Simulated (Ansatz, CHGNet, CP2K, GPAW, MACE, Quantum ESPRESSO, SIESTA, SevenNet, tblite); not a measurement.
# Running NaH9C4O7 (P-1) (84 atoms) with tblite

Wanted: tblite inputs and outputs for NaH9C4O7 (P-1) (84 atoms), checked against a plane-wave reference.

Main program and level: tblite 0.8.0; the method is named at each step.

### Step 1. Set-up

The cell holds 84 atoms: 4 Na, 36 H, 16 C and 28 O. Cell: a = 11.912 Å, b = 6.392 Å, c = 11.230 Å, α = 104.2°, β = 91.5°, γ = 100.2°. It derives from NaH9C4O7 (P-1), repeated 2×1×1. NaH9C4O7, space group P-1, structure from the Crystallography Open Database, 2 x 1 x 1 conventional cells; positions as listed; bonds to H set to neutron lengths (C-H 1.089, N-H 1.015, O-H 0.983, B-H 1.19 Å) where the listed ones are shorter. Then every atom was moved at random, 0.02 Å r.m.s. a Cartesian component (hydrogen 0.6 of that).

The yardstick, on the same geometry:

```
method                                           : Kohn-Sham DFT, PBE, PAW, plane waves (Ansatz 0.2.0); cutoff 420 eV, Γ point, fermi-dirac smearing of 0.05 eV; PAW set soft_2
r.m.s. force component                           : 1.115 eV/Å
longest force                                    : 7.14 eV/Å
pressure                                         : 3.272 GPa
gap (highest filled to lowest empty level) : 2.91 eV
SCF cycles                                       : 10
time                                             : 4 s on 8 threads of Arm Neoverse V2, shared host
CPU time                                         : 24 s
```

### Step 2. GFN2-xTB

Method: GFN2-xTB tight binding, diagonalisation.

run.py reads:

```python
import numpy as np
from ase.io import read
from tblite.ase import TBLite

atoms = read("structure.xyz")
atoms.calc = TBLite(method="GFN2-xTB", electronic_temperature=580, accuracy=1.0, max_iterations=250, mixer_damping=0.4, verbosity=1)
energy = atoms.get_potential_energy()
forces = atoms.get_forces()
print(f"energy {energy:.6f} eV")
print("forces (eV/A)")
for i, (a, f) in enumerate(zip(atoms, forces)):
    print(f"{i:4d} {a.symbol:2s} {f[0]:10.5f} {f[1]:10.5f} {f[2]:10.5f}")
stress = -atoms.get_stress(voigt=False) * 160.21766
print("stress (GPa, compression positive)")
for row in stress:
    print(" ".join(f"{x:10.4f}" for x in row))
print("charges (e)")
print(np.array2string(atoms.get_charges(), precision=4, suppress_small=True, max_line_width=110, threshold=100000))
```

structure.xyz reads:

```xyz
84
Lattice="11.91200 0.00000 0.00000 -1.13193 6.29098 0.00000 -0.30376 -2.84790 10.85864" Properties=species:S:1:pos:R:3 pbc="T T T"
Na 1.35466 -0.94010 4.63197
Na 3.16350 4.43933 6.23014
H 2.37289 1.91277 10.79664
H 2.15223 1.55154 0.02639
H -0.49693 4.62421 1.46092
H 5.02569 -1.16296 9.38121
H 10.72297 1.89799 10.02209
H 5.71065 1.53727 0.79659
H 1.12377 -1.05832 7.40679
H 3.39475 4.46245 3.45478
H 0.21076 0.21137 7.19722
H 4.29652 3.25437 3.66642
H -0.05598 1.26725 3.30081
H 4.57276 2.16398 7.54447
H 1.45950 1.35976 2.96799
H 3.05199 2.10829 7.90075
H 0.80215 2.88411 6.45742
H 3.69736 0.54641 4.38939
H 1.05408 2.57184 4.89127
H 3.45852 0.88145 5.97258
C 1.66910 4.66980 1.57277
C 2.88537 -1.27474 9.30129
C 0.35577 4.70502 0.82493
C 4.16217 -1.27407 10.00873
C -0.19134 1.91605 10.40920
C 4.67337 1.55276 0.48516
C 0.77798 1.92410 9.22452
C 3.68695 1.49355 1.64259
O 1.58102 4.71630 2.80924
O 2.91821 -1.24359 8.04028
O 2.79190 4.67342 0.97804
O 1.72650 -1.21276 9.88603
O 0.28704 1.92620 8.06634
O 4.24956 1.56422 2.80609
O 2.05831 1.94490 9.43735
O 2.49697 1.50177 1.48144
O 0.38382 -0.68671 6.85126
O 4.13393 4.14783 4.01248
O 0.84579 1.08938 3.67391
O 3.66373 2.31769 7.15943
O 1.12453 3.24101 5.57081
O 3.45010 0.17327 5.23788
Na 7.26076 -0.98329 4.62752
Na 9.09124 4.41996 6.22938
H 8.31074 1.91928 10.81499
H 8.13138 1.52910 0.02248
H 5.45053 4.62040 1.44116
H 10.98340 -1.16807 9.41987
H 4.73608 1.89173 10.03132
H -0.24692 1.54446 0.80658
H 7.05997 -1.05100 7.43404
H 9.36265 4.50518 3.46358
H 6.18564 0.17473 7.19059
H 10.25572 3.25041 3.64601
H 5.89361 1.29018 3.30428
H 10.52216 2.17274 7.54154
[... 24 atom lines left out ...]
O 6.77817 1.14349 3.71441
O 9.62353 2.28419 7.12403
O 7.02606 3.28594 5.59209
O 9.38812 0.16159 5.28316
```

Started as:

```
OMP_NUM_THREADS=1 python run.py > output.txt
```

The log of the run:

```text
------------------------------------------------------------
  cycle        total energy    energy error   density error
------------------------------------------------------------
      1     -165.6608962434  -1.6695902E+02   3.3956850E-01
      2     -167.4578761625  -1.7969799E+00   2.6363928E-01
      3     -167.6569142114  -1.9903805E-01   1.2514110E-01
      4     -167.7266621845  -6.9747973E-02   1.0817165E-01
      5     -167.7299272613  -3.2650768E-03   5.0716841E-02
      6     -167.7392192271  -9.2919658E-03   3.4763666E-02
      7     -167.7374942032   1.7250239E-03   3.0433245E-02
      8     -167.7402498526  -2.7556494E-03   6.7165195E-03
      9     -167.7404052943  -1.5544163E-04   2.1188553E-03
     10     -167.7404211977  -1.5903385E-05   1.2086622E-03
     11     -167.7404289230  -7.7253064E-06   1.1032253E-03
     12     -167.7404342199  -5.2969364E-06   9.2898304E-04
     13     -167.7404358903  -1.6704246E-06   6.5732235E-04
     14     -167.7404380039  -2.1135450E-06   7.5366383E-04
     15     -167.7404430154  -5.0115252E-06   6.4919035E-04
     16     -167.7404486906  -5.6751583E-06   1.3008448E-03
     17     -167.7404536520  -4.9614664E-06   2.7175883E-04
     18     -167.7404549522  -1.3001874E-06   1.4746398E-04
     19     -167.7404552436  -2.9136859E-07   1.2424323E-04
     20     -167.7404552710  -2.7410465E-08   9.1484963E-05
     21     -167.7404552790  -7.9885183E-09   3.5452668E-05
     22     -167.7404552809  -1.9369111E-09   6.7399969E-06
------------------------------------------------------------
 total:                                   6.034 sec
energy -4564.450281 eV
forces (eV/A)
   0 Na    0.17007   -0.01099    0.04330
   1 Na   -0.18399   -0.07809   -0.10669
   2 H    -0.03727   -0.17710   -0.41665
   3 H    -0.14707    0.10953    0.52415
   4 H    -0.35405    0.10492    0.63103
   5 H     0.15813   -0.17229   -0.31808
   6 H    -0.68225    0.07186    0.08897
   7 H     0.05601    0.12489    0.17839
   8 H    -0.52548    0.57626   -0.46321
   9 H     0.00770   -0.02630    0.20881
  10 H     0.31943   -0.23443   -0.00753
  11 H    -0.08225   -0.24010   -0.00538
  12 H     0.47409   -0.06601    0.19871
  13 H    -0.78045    0.08257   -0.34424
  14 H    -0.08856   -0.01959    0.03295
  15 H     0.28225    0.03965   -0.28227
  16 H     0.43587    0.03554   -1.58983
  17 H     0.17957    0.74808   -0.08281
  18 H    -0.20439   -0.90336   -0.12268
  19 H     0.14870   -0.58193   -1.51299
  20 C    -2.25321    0.54677    1.80989
  21 C     0.48268    0.49278   -3.23989
  22 C     1.15956   -0.38125    1.56539
  23 C    -0.30192    0.12280    1.48224
[...]
76 O     0.45812    0.09975   -0.82351
  77 O    -3.57250   -0.19844   -0.50813
  78 O     0.58610   -0.61808    0.43781
  79 O     0.04854   -0.46294   -0.24894
  80 O     0.77005    0.29036   -1.08041
  81 O    -0.51045   -0.45921    1.86318
  82 O     0.33952    0.13388   -1.38245
  83 O     0.21555   -0.46734   -1.42384
stress (GPa, compression positive)
    0.0340    -0.0266     0.0747
   -0.0266    -0.7749    -0.2711
    0.0747    -0.2711    -0.4861
charges (e)
[ 0.6501  0.6525  0.3423  0.3353  0.0482  0.0518  0.0282  0.0327  0.3081  0.3068  0.3089  0.3146  0.2985
  0.3012  0.2902  0.2888  0.3114  0.3207  0.3256  0.3266  0.3867  0.3777 -0.0359 -0.0362 -0.0318 -0.0313
  0.3789  0.3971 -0.4385 -0.4432 -0.3962 -0.3848 -0.5066 -0.5592 -0.5511 -0.5075 -0.5708 -0.5738 -0.5737
 -0.5653 -0.5799 -0.5913  0.6469  0.6439  0.3438  0.3402  0.0354  0.0378  0.0144  0.0359  0.3091  0.3065
  0.3088  0.3076  0.303   0.2965  0.2859  0.2845  0.3133  0.3144  0.3291  0.3267  0.3852  0.3851 -0.0347
 -0.0387 -0.0286 -0.0303  0.3968  0.402  -0.416  -0.4272 -0.4027 -0.396  -0.5099 -0.5555 -0.5568 -0.5209
 -0.5675 -0.567  -0.5684 -0.5637 -0.5882 -0.587 ]
```

The job ended after 6.6 s (1 thread of Arm Neoverse V2, shared host; peak memory 0.13 GiB).

Banners, paths, timers and routine set-up lines are dropped from the logs unmarked, and long logs keep their key lines alone; longer cuts are marked.

Against the reference:

| Quantity | Value |
| --- | --- |
| r.m.s. force component | 1.058 eV/Å |
| r.m.s. difference of force components | 378.1 meV/Å |
| longest difference of force vectors | 1578 meV/Å |
| force difference over r.m.s. force | 33.9 % |
| slope of forces against the reference's | 0.8922 |
| correlation of force components | 0.9408 |
| pressure | -0.409 GPa |
| pressure difference | -3.681 GPa |

Length of the force difference by element (eV/Å):

```
element  atoms  mean  most
      C     16  0.71   1.2
      H     36  0.35  0.63
     Na      4  0.20  0.27
      O     28  0.72   1.6
```

Local excerpt of 10 atoms (numbers count through the whole input) about H49, whose charge lies farthest from its element's mean; x, y, z are measured from there.

```
atom      x      y      z  distance (Å)  bonds  Mulliken charge (e)     Fx     Fy  Fz (eV/Å)
 H49   0.00   0.00   0.00          0.00      1                 0.01   0.81   0.01       0.39
 C67   1.06   0.01   0.37          1.13      3                -0.03  -1.97   0.07      -6.14
 C65   1.28  -0.02   1.60          2.05      3                -0.03   1.31  -0.53       6.65
 C69   2.00   0.04  -0.81          2.16      3                 0.40   0.01   0.25       0.86
 H47   0.41  -0.12   2.27          2.31      1                 0.04   0.35   0.23      -0.02
 O75   1.49   0.05  -1.93          2.44      1                -0.51   0.04  -0.14      -0.71
  H3  -2.36   0.02   0.77          2.48      1                 0.34  -0.04  -0.18      -0.42
 H14  -0.16   0.27  -2.49          2.51      1                 0.30  -0.78   0.08      -0.34
 H16  -1.68   0.22  -2.13          2.72      1                 0.29   0.28   0.04      -0.28
 O35  -2.68   0.05  -0.59          2.74      1                -0.55  -1.73   0.09      -0.51
```

Atoms are counted from 1 here, from 0 in the log.

Forces lie 34 % from the reference's, at 0.27 times its CPU time (on 1 against 8 cores).

### Step 3. GFN1-xTB

Method: GFN1-xTB tight binding, diagonalisation.

Changes to run.py since step 2:

```diff
@@ -5,3 +5,3 @@
 atoms = read("structure.xyz")
-atoms.calc = TBLite(method="GFN2-xTB", electronic_temperature=580, accuracy=1.0, max_iterations=250, mixer_damping=0.4, verbosity=1)
+atoms.calc = TBLite(method="GFN1-xTB", electronic_temperature=580, accuracy=1.0, max_iterations=250, mixer_damping=0.4, verbosity=1)
 energy = atoms.get_potential_energy()
```

structure.xyz is that of step 2.

The log of the run:

```text
------------------------------------------------------------
  cycle        total energy    energy error   density error
------------------------------------------------------------
      1     -182.7919404258  -1.8396449E+02   7.2531002E-01
      2     -186.4353278890  -3.6433875E+00   3.4731967E-01
      3     -186.5234605817  -8.8132693E-02   1.6032221E-01
      4     -186.5515678873  -2.8107306E-02   4.1950807E-02
      5     -186.5729705257  -2.1402638E-02   9.6409261E-03
      6     -186.5751538637  -2.1833380E-03   2.5697092E-03
      7     -186.5751921449  -3.8281192E-05   7.8447479E-04
      8     -186.5752008950  -8.7500625E-06   2.2148365E-04
      9     -186.5752012157  -3.2076224E-07   7.3114581E-05
     10     -186.5752012540  -3.8289272E-08   2.4352473E-05
     11     -186.5752012575  -3.4883385E-09   9.8479104E-06
------------------------------------------------------------
 total:                                   2.067 sec
energy -5076.969824 eV
forces (eV/A)
   0 Na    0.11742    0.06953    0.01163
   1 Na   -0.12287   -0.10174   -0.07302
   2 H    -0.08556   -0.15535   -0.78884
   3 H    -0.13695    0.09069    0.83552
   4 H    -0.50678    0.07650    0.78085
   5 H     0.30242   -0.13276   -0.47657
   6 H    -0.71263    0.06627    0.04860
   7 H     0.10687    0.12776    0.20895
   8 H    -0.67898    0.57924   -0.58328
   9 H     0.15880   -0.06544    0.29689
  10 H     0.34467   -0.34934   -0.05432
  11 H    -0.12363   -0.07144    0.03832
[...]
79 O    -0.01578   -0.69438   -0.68221
  80 O     0.80343    0.22273   -1.18893
  81 O    -0.52789   -0.38044    2.01981
  82 O     0.21368   -0.37340   -1.46339
  83 O     0.36388    0.00226   -1.51199
stress (GPa, compression positive)
   -0.2251     0.0906     0.3765
    0.0906    -0.8566    -0.2545
    0.3765    -0.2545    -0.7456
charges (e)
[ 0.4999  0.5005  0.39    0.3863  0.0749  0.076   0.0581  0.0597  0.3661  0.3662  0.3568  0.3596  0.352
  0.3517  0.3589  0.3586  0.3636  0.3693  0.3588  0.3553  0.5795  0.5709 -0.058  -0.0611 -0.0619 -0.0522
  0.5676  0.5832 -0.5157 -0.5179 -0.5149 -0.5075 -0.5921 -0.6358 -0.6206 -0.5837 -0.6486 -0.6487 -0.676
 -0.6713 -0.6435 -0.6482  0.5     0.4977  0.3928  0.3919  0.066   0.0678  0.0501  0.0609  0.3641  0.3668
  0.3549  0.354   0.3565  0.3494  0.3536  0.3512  0.3639  0.3624  0.3583  0.3595  0.5811  0.5783 -0.0618
 -0.0668 -0.059  -0.0493  0.583   0.5867 -0.502  -0.5075 -0.523  -0.5179 -0.5964 -0.6315 -0.6249 -0.595
 -0.6413 -0.6446 -0.6734 -0.6679 -0.6465 -0.6475]
```

Wall time 2.6 s (1 thread); peak memory 0.13 GiB.

Compared with the plane-wave run:

* r.m.s. force component: 1.077 eV/Å
* r.m.s. difference of force components: 454.6 meV/Å
* longest difference of force vectors: 1732 meV/Å
* force difference over r.m.s. force: 40.76 %
* slope of forces against the reference's: 0.8826
* correlation of force components: 0.9146
* pressure: -0.6091 GPa
* pressure difference: -3.881 GPa

Against the first run (34 %), the force difference from the reference is 41 %, at 0.39 times the CPU time (11 SCF steps against 22).

### Step 4. The ladder

Differences are against the plane-wave reference, forces as r.m.s. over components; share is that over the reference's r.m.s. force, slope the least-squares factor from reference forces to these. Total energies of different programs have different zeros and aren't compared.

```
            run  Δ force, r.m.s. (meV/Å)  share (%)  slope  Δ pressure (GPa)  cores  CPU time  memory (GiB)
      reference                        -          -      -                 -      8      24 s          0.93
tblite GFN2-xTB                      378       33.9  0.892             -3.68      1     6.6 s          0.13
tblite GFN1-xTB                      455       40.8  0.883             -3.88      1     2.6 s          0.13
```

CPU time is summed over cores on a shared host, where runs went side by side, so it is rough. Symmetry, cutoffs, thresholds, outputs and thread counts weren't matched or tuned between programs; memory under MPI is the largest rank's times the ranks.

Mean charges by element (e), by run and scheme:

```
            run    scheme     Na      H      C      O
      reference    Löwdin  +0.77  +0.35  +0.21  -0.56
tblite GFN2-xTB  Mulliken  +0.65  +0.25  +0.18  -0.52
tblite GFN1-xTB  Mulliken  +0.50  +0.30  +0.26  -0.60
```

The reference's Löwdin charges lack the electrons that the projection spills, 0.036 e an atom on average.

### Step 5. Outcome

| Property | Result |
| --- | --- |
| nearest in forces | tblite GFN2-xTB, 34 % |
| its CPU time | 6.6 s |

**Reading.** Tight binding differs by 34 % (tblite GFN2-xTB) to 41 % (tblite GFN1-xTB); it is another model, with fitted parameters of its own, and the xTB methods hold dispersion. Of the electronic-structure runs that take under half the reference's CPU time, tblite GFN2-xTB comes nearest, at 34 % in 6.6 s against 24 s; its pressure misses by -3.7 GPa. Charges hang on model, scheme and program or settings: among these rows the mean for Na runs from +0.50 to +0.77 e. Periodic xTB results under one method name differ between programs and library versions. The reference's PBE has no dispersion term, which matters for the binding between molecules or layers. The published positions, changed by the recipe (random displacements or longer bonds to H), lie far from the minimum at this level of theory. The reference's pressure of 3.3 GPa belongs to a cell and atoms that aren't relaxed at this level. The electronic-structure runs sample only Γ, in a cell whose shortest periodic width is 6 Å.

[Also dropped from logs without a mark: logging warnings of Python, and SIESTA's first energy breakdown and zero terms.]

[Logs are printed without paths, hosts, clocks, repeated set-up lines and the standing remarks that a program may print on its own settings, such as how far it seeks lower states.]

[Hosts, paths, dates, database ids (printed as entryN), source tags and the programs' standing remarks are cut or masked in the printed files.]
